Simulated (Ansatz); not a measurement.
# Electron scattering at the Σ5 (210) boundary in fcc Pt, part 3 of 3

How much does the Σ5 (210) boundary in fcc Pt reflect electrons?

Ansatz 0.2.0; Ansatz plane-wave DFT, LDA, PAW files; relaxation of a bicrystal slab with its lowest layers held; PAW set soft_1 (the session's first sound run).

So far. Step 3 (Transmission across the boundary): Over the solved energies the transmission per spin lies between 1.93 and 2.53, out of 4.64 channels of the lead on average (up to 5.30). Step 4 (Specific resistance): Averaged over the energies near the Fermi level, 48.6 % of the channels pass, which makes 0.506 fΩ m².

### 5. Single-crystal slab for reference

The free faces cost energy too. A single-crystal slab with the same faces and held layers is relaxed, so that they cancel.

This step: Ansatz plane-wave DFT, LDA, PAW files; relaxation of a single-crystal slab with its lowest layers held; PAW set soft_1 (Ansatz 0.2.0).

System of this step: Pt slab, plane (2, 1, 0). The cell holds 22 atoms: 22 Pt. Its edges and angles: a = 4.803 Å, b = 3.922 Å, c = 29.416 Å, α = 90.0°, β = 90.0°, γ = 65.9°. It derives from Pt. Vacuum lies along c.

File input.yaml:

```yaml
crystal:
  lattice:
    - [4.8032044366, 0.0, 0.0]
    - [1.6010681455, 3.58009721, 0.0]
    - [0.0, 0.0, 29.4157639274]
  atoms:
    - { symbol: Pt, position: [0.4, 0.3, 0.1699768876] }
    - { symbol: Pt, position: [0.0, 0.0, 0.1997888327] }
    - { symbol: Pt, position: [0.6, 0.7, 0.2296007779] }
    - { symbol: Pt, position: [0.2, 0.4, 0.259412723] }
    - { symbol: Pt, position: [0.8, 0.1, 0.2892246681] }
    - { symbol: Pt, position: [0.4, 0.8, 0.3190366132] }
    - { symbol: Pt, position: [0.0, 0.5, 0.3488485583] }
    - { symbol: Pt, position: [0.6, 0.2, 0.3786605034] }
    - { symbol: Pt, position: [0.2, 0.9, 0.4084724485] }
    - { symbol: Pt, position: [0.8, 0.6, 0.4382843936] }
    - { symbol: Pt, position: [0.4, 0.3, 0.4680963387] }
    - { symbol: Pt, position: [0.0, 0.0, 0.4979082838] }
    - { symbol: Pt, position: [0.6, 0.7, 0.5277202289] }
    - { symbol: Pt, position: [0.2, 0.4, 0.557532174] }
    - { symbol: Pt, position: [0.8, 0.1, 0.5873441191] }
    - { symbol: Pt, position: [0.4, 0.8, 0.6171560642] }
    - { symbol: Pt, position: [0.0, 0.5, 0.6469680093] }
    - { symbol: Pt, position: [0.6, 0.2, 0.6767799544] }
    - { symbol: Pt, position: [0.2, 0.9, 0.7065918995] }
    - { symbol: Pt, position: [0.8, 0.6, 0.7364038446] }
    - { symbol: Pt, position: [0.4, 0.3, 0.7662157897] }
    - { symbol: Pt, position: [0.0, 0.0, 0.7960277348] }
kpoints:
  mp_grid: { grid: [7, 7, 1] }
hamiltonian:
  xc: lda
  pseudopotentials: { kind: paw, azcp: { folder: soft_1 }, xc_functional: pbe }
scf:
  occupations: { method: fermi_dirac, width: 0.1 }
relax:
  f_tol: 0.03
  max_steps: 80
  constraints: [{ sites: [0, 1, 2, 3] }]
```

Launch:

```bash
> ansatz run input.yaml --threads 4 --pin off --max-ram 15360MiB --backend cpu --events-out ev --progress --plain --runs-dir out
```

Numbers of over 12 decimals in the logs are rounded to 6 here.

The log of the run:

```text
Warning: crystal.symmetry: narrowed to the stabiliser of the relax constraints — unitary ops 4 → 2; lowered at sites 0, 1, 2, 3, 18, 19, 20, 21 (the operations that carried what is held of a site onto what its image site leaves free; the constrained walk keeps no symmetry that its constraints do not admit)
[...]
Crystal: 22 atoms, lattice volume = 505.832 Å³
Basis set: ecut = 420 eV, 9823 PW (Γ)
Bands: 238, of which v1, the nominal top of the filled ones, is band 198 counted from 1 (197 counted from 0)
Symmetry: 2 space group operations
k-points: 16 of 49 (time reversal used)
[...]
SCF iter   1: F=—  HF=-269422.131398 eV  |F-HF|=—  |Δ(HF+E_count)|=         —  Δρ=7.81e-2  dr2=6.45e1  ethr=3.10e-3  ⟨swp⟩=6.2  Hψ=14122  notcnv=0  defer=101
[...]
SCF iter   9: F=-269412.564837 eV  HF=-269412.564851 eV  |F-HF|=1.37e-5  |Δ(HF+E_count)|=   6.23e-6  Δρ=3.18e-5  dr2=1.52e-5  ethr=5.68e-9  ⟨swp⟩=4.9  Hψ=12502  notcnv=0
SCF 1 converged in 9 iterations: F = -269412.564837 eV  dr2 = 1.52e-5
[...]
relax step   1: F+E_penalty+E_count = -269412.56483702 eV  Δ(F+E_penalty+E_count) = +0.000e0 eV  max|allowed force component| = 1.979e0 eV/Å  Δτ_max = 0.0000 Å  (9 SCF iters, dr2 threshold 2.25e-5 eV, accepted)
[...]
SCF iter   7: F=-269412.834904 eV  HF=-269412.834956 eV  |F-HF|=5.21e-5  |Δ(HF+E_count)|=   2.30e-5  Δρ=6.10e-5  dr2=5.69e-5  ethr=2.53e-8  ⟨swp⟩=3.1  Hψ=13898  notcnv=0
SCF 2 converged in 7 iterations: F = -269412.834904 eV  dr2 = 5.69e-5
[...]
relax step   2: F+E_penalty+E_count = -269412.83490431 eV  Δ(F+E_penalty+E_count) = -2.701e-1 eV  max|allowed force component| = 6.637e-1 eV/Å  Δτ_max = 0.1949 Å  (7 SCF iters, dr2 threshold 1.00e-4 eV, accepted)
[...]
SCF iter   8: F=-269412.909754 eV  HF=-269412.909758 eV  |F-HF|=3.90e-6  |Δ(HF+E_count)|=   1.21e-6  Δρ=1.68e-5  dr2=4.35e-6  ethr=6.95e-9  ⟨swp⟩=4.0  Hψ=11016  notcnv=0
SCF 3 converged in 8 iterations: F = -269412.909754 eV  dr2 = 4.35e-6
relax step   3: F+E_penalty+E_count = -269412.90975439 eV  Δ(F+E_penalty+E_count) = -7.485e-2 eV  max|allowed force component| = 6.341e-1 eV/Å  Δτ_max = 0.2000 Å  (8 SCF iters, dr2 threshold 2.75e-5 eV, accepted)
[...]
relax step   4: F+E_penalty+E_count = -269412.95453666 eV  Δ(F+E_penalty+E_count) = -4.478e-2 eV  max|allowed force component| = 5.528e-2 eV/Å  Δτ_max = 0.1412 Å  (7 SCF iters, dr2 threshold 4.52e-5 eV, accepted)
SCF iter   1: F=—  HF=-269412.959274 eV  |F-HF|=—  |Δ(HF+E_count)|=         —  Δρ=1.73e-3  dr2=1.55e-2  ethr=6.33e-5  ⟨swp⟩=3.4  Hψ=6778  notcnv=0  defer=311
[...]
SCF iter   8: F=-269412.955538 eV  HF=-269412.955538 eV  |F-HF|=8.03e-9  |Δ(HF+E_count)|=   9.72e-9  Δρ=8.40e-7  dr2=8.42e-9  ethr=2.53e-11  ⟨swp⟩=4.0  Hψ=10375  notcnv=0
SCF 5 converged in 8 iterations: F = -269412.955538 eV  dr2 = 8.42e-9
relax step   5: F+E_penalty+E_count = -269412.95553843 eV  Δ(F+E_penalty+E_count) = -1.002e-3 eV  max|allowed force component| = 8.223e-3 eV/Å  Δτ_max = 0.0182 Å  (8 SCF iters, accepted)
SCF converged after 8 iterations
Free energy (F): -269412.955538 eV
[...]
Internal energy: -269411.756568 eV  (E = F + TS)
E sigma→0 (E₀):  -269412.356053 eV
Entropy (-TS):   -1.198970 eV (-54.499 meV/atom)
Fermi energy:    13.152597 eV
[...]
--- Forces (eV/Å), atoms counted from 1 ---
  atom   1  Pt    -0.12930932     0.05782889     1.96600540
  atom   2  Pt     0.17782074    -0.07952385    -0.38128130
  atom   3  Pt     0.09534564    -0.04263986    -1.15373313
  atom   4  Pt    -0.12422468     0.05555497    -0.45332126
  atom   5  Pt     0.00268663    -0.00120150     0.00203258
  atom   6  Pt    -0.00073634     0.00032930     0.00477920
  atom   7  Pt    -0.00211518     0.00094594     0.00429278
  atom   8  Pt    -0.00184363     0.00082449     0.00305059
  atom   9  Pt    -0.00229959     0.00102841     0.00350325
  atom  10  Pt    -0.00206436     0.00092321     0.00313609
  atom  11  Pt     0.00024150    -0.00010800     0.00444315
  atom  12  Pt    -0.00098835     0.00044200    -0.00254095
  atom  13  Pt    -0.00329582     0.00147394     0.00394400
  atom  14  Pt     0.00112955    -0.00050515    -0.00150464
  atom  15  Pt    -0.00336828     0.00150634     0.00587419
  atom  16  Pt     0.00664983    -0.00297389     0.00016177
  atom  17  Pt    -0.00822283     0.00367736     0.00169970
  atom  18  Pt     0.00241471    -0.00107989    -0.00265595
  atom  19  Pt    -0.00118084     0.00052809    -0.00466315
  atom  20  Pt    -0.00290600     0.00129960    -0.00278489
  atom  21  Pt     0.00445345    -0.00199164     0.00101046
  atom  22  Pt    -0.00818982     0.00366260    -0.00147270
  max |Σ_I F_I| component: 2.48e-5 eV/Å
--- Relaxed structure (5 steps of the walk, 5 accepted, 0 SCFs on fresh bases) ---
  F+E_penalty+E_count = -269412.95553843 eV   max|allowed force component| = 8.223e-3 eV/Å
  atoms:
    - { symbol: Pt, position: [0.4, 0.3, 0.169977] }
    - { symbol: Pt, position: [0.0, 0.0, 0.199789] }
    - { symbol: Pt, position: [0.600000, 0.700000, 0.229601] }
    - { symbol: Pt, position: [0.200000, 0.400000, 0.259413] }
    - { symbol: Pt, position: [0.793052, 0.103474, 0.288093] }
    - { symbol: Pt, position: [0.391212, 0.804394, 0.317956] }
    - { symbol: Pt, position: [-0.00900008, 0.504500, 0.346424] }
    - { symbol: Pt, position: [0.590032, 0.204984, 0.376181] }
    - { symbol: Pt, position: [0.189509, 0.905246, 0.405668] }
    - { symbol: Pt, position: [0.791625, 0.604188, 0.434550] }
    - { symbol: Pt, position: [0.392763, 0.303619, 0.464150] }
    - { symbol: Pt, position: [-0.00821918, 0.00410959, 0.493517] }
    - { symbol: Pt, position: [0.593111, 0.703444, 0.523055] }
    - { symbol: Pt, position: [0.194466, 0.402767, 0.551981] }
    - { symbol: Pt, position: [0.793742, 0.103129, 0.581485] }
    - { symbol: Pt, position: [0.391576, 0.804212, 0.611057] }
    - { symbol: Pt, position: [-0.00979175, 0.504896, 0.640273] }
    - { symbol: Pt, position: [0.595373, 0.202313, 0.669858] }
    - { symbol: Pt, position: [0.189779, 0.905110, 0.696998] }
    - { symbol: Pt, position: [0.764945, 0.617528, 0.731152] }
    - { symbol: Pt, position: [0.374590, 0.312705, 0.758821] }
    - { symbol: Pt, position: [-0.014590, 0.00729495, 0.780089] }
```

Elapsed: 5.5 min, on 4 threads of Arm Neoverse V1, shared host; peak memory 3 GiB; 21 min of CPU time.

The steps of the relaxation:

```csv
step,energy less that of the first step (eV),largest force component (eV/Å)
1,0.0000,1.9795
2,-0.2701,0.6637
3,-0.3449,0.6341
4,-0.3897,0.0553
5,-0.3907,0.0082
```

The atoms that moved most (Å):

| atom | dx | dy | dz | length |
| --- | --- | --- | --- | --- |
| Pt22 | -0.058 | 0.026 | -0.469 | 0.473 |
| Pt19 | -0.041 | 0.018 | -0.282 | 0.286 |
| Pt21 | -0.102 | 0.045 | -0.218 | 0.244 |
| Pt20 | -0.140 | 0.063 | -0.154 | 0.218 |
| Pt18 | -0.019 | 0.008 | -0.204 | 0.205 |
| Pt17 | -0.039 | 0.018 | -0.197 | 0.202 |
| Pt16 | -0.034 | 0.015 | -0.179 | 0.183 |
| Pt15 | -0.025 | 0.011 | -0.172 | 0.175 |

Final coordinates:

```xyz
22
Lattice="4.8032 0.0000 0.0000 1.6011 3.5801 0.0000 0.0000 0.0000 29.4158" Properties=species:S:1:pos:R:3
Pt    2.4016    1.0740    5.0000
Pt    0.0000    0.0000    5.8769
Pt    4.0027    2.5061    6.7539
Pt    1.6011    1.4320    7.6308
Pt    3.9749    0.3704    8.4745
Pt    3.1670    2.8798    9.3529
Pt    0.7645    1.8062   10.1903
Pt    3.1622    0.7339   11.0656
Pt    2.3596    3.2409   11.9330
Pt    4.7697    2.1631   12.7826
Pt    2.3726    1.0870   13.6533
Pt   -0.0329    0.0147   14.5172
Pt    3.9751    2.5184   15.3860
Pt    1.5789    1.4419   16.2369
Pt    3.9776    0.3692   17.1048
Pt    3.1684    2.8792   17.9747
Pt    0.7613    1.8076   18.8341
Pt    3.1836    0.7243   19.7044
Pt    2.3607    3.2404   20.5027
Pt    4.6629    2.2108   21.5074
Pt    2.2999    1.1195   22.3213
Pt   -0.0584    0.0261   22.9469
```

This step gave:

```
free energy             : -269412.9555 eV
energy at zero smearing : -269412.3561 eV
Fermi energy            : 13.15 eV
```

The largest force component on a free atom ends at 0.0082 eV/Å, under the tolerance of 0.03, after 5 steps.

### 6. Bulk reference

The perfect crystal gives the energy per atom, for the atoms by which bicrystal and slab differ.

This step: Ansatz plane-wave DFT, LDA, PAW files; bulk reference; PAW set soft_1 (Ansatz 0.2.0).

System of this step: Pt. Symmetry: Fm-3m, No. 225, cubic system. The conventional cell has a = 3.922 Å, b = 3.922 Å, c = 3.922 Å, α = 90.00°, β = 90.00°, γ = 90.00°. Pt has 12 Pt at 2.77 Å nearest.

input.yaml, the sections that differ from step 5:

```yaml
crystal:
  lattice:
    - [0.0, 1.9609, 1.9609]
    - [1.9609, 0.0, 1.9609]
    - [1.9609, 1.9609, 0.0]
  atoms:
    - { symbol: Pt, position: [0.0, 0.0, 0.0] }
kpoints:
  mp_grid: { grid: [19, 19, 19] }
# hamiltonian, scf: as in step 5
# relax: removed
```

The log of the run:

```text
[...]
Crystal: 1 atoms, lattice volume = 15.080 Å³
Basis set: ecut = 420 eV, 283 PW (Γ)
Bands: 13, of which v1, the nominal top of the filled ones, is band 9 counted from 1 (8 counted from 0)
Symmetry: 48 space group operations
[...]
k-points: 220 of 6859
[...]
SCF iter   1: F=—  HF=-12246.727335 eV  |F-HF|=—  |Δ(HF+E_count)|=         —  Δρ=9.30e-2  dr2=1.22e0  ethr=3.10e-3  ⟨swp⟩=4.9  Hψ=14675  notcnv=0
[...]
SCF iter   6: F=-12246.300475 eV  HF=-12246.300475 eV  |F-HF|=3.86e-9  |Δ(HF+E_count)|=   2.32e-7  Δρ=5.77e-6  dr2=4.49e-9  ethr=5.56e-10  ⟨swp⟩=1.0  Hψ=8243  notcnv=0
SCF 1 converged in 6 iterations: F = -12246.300475 eV  dr2 = 4.49e-9
[...]
SCF converged after 6 iterations
Free energy (F): -12246.300475 eV
[...]
Internal energy: -12246.246164 eV  (E = F + TS)
E sigma→0 (E₀):  -12246.273320 eV
Entropy (-TS):   -0.054312 eV (-54.312 meV/atom)
Fermi energy:    23.040952 eV
[...]
```

Wall time 0.66 s (4 threads); peak memory 0.29 GiB; 2.1 s of CPU time.

This step gave:

```yaml
free_energy: -12246.3005 eV
energy_at_zero_smearing: -12246.2733 eV
fermi_energy: 23.04 eV
```

### 7. Boundary energy

This step: Ansatz plane-wave DFT, LDA, PAW files; bicrystal less single-crystal slab less bulk atoms, a boundary area; PAW set soft_1 (Ansatz 0.2.0).

This step gave:

- excess energy of the cell: 1.381 eV
- boundary energy: 1.287 J/m²

The boundary costs 1.3 J/m².

By hand: 1.38 eV / 17.20 Å² × 16.02 = 1.29 J/m².

### 8. What came out

| Property | Result |
| --- | --- |
| specific resistance of the boundary | 0.506 fΩ m² |
| share of channels that pass | 0.486 |
| boundary energy | 1.29 J/m² |

In words: The boundary has a specific resistance of 0.51 fΩ m² and an energy of 1.3 J/m². The boundary reflects 51 % of the channels; 0.51 fΩ m² is 5.1×10⁻¹² Ω·cm². That equals the resistance of 4.7 nm of bulk Pt at 300 K (measured 10.8 µΩ cm, CRC Handbook of Chemistry and Physics, 84th ed., 2003, Electrical Resistivity of Pure Metals). In the relaxation the upper grain slid sideways by about 0.5 Å, so the result belongs to the position that it found, not to the starting one. One starting structure was relaxed; another shift or atom count at the boundary may lie lower. Spin-orbit coupling is left out, which matters for Pt.

[Logs are printed without paths, hosts, clocks, repeated set-up lines and the standing remarks that a program may print on its own settings, such as how far it seeks lower states.]

[Hosts, paths, dates, database ids (printed as entryN), source tags and the programs' standing remarks are cut or masked in the printed files.]
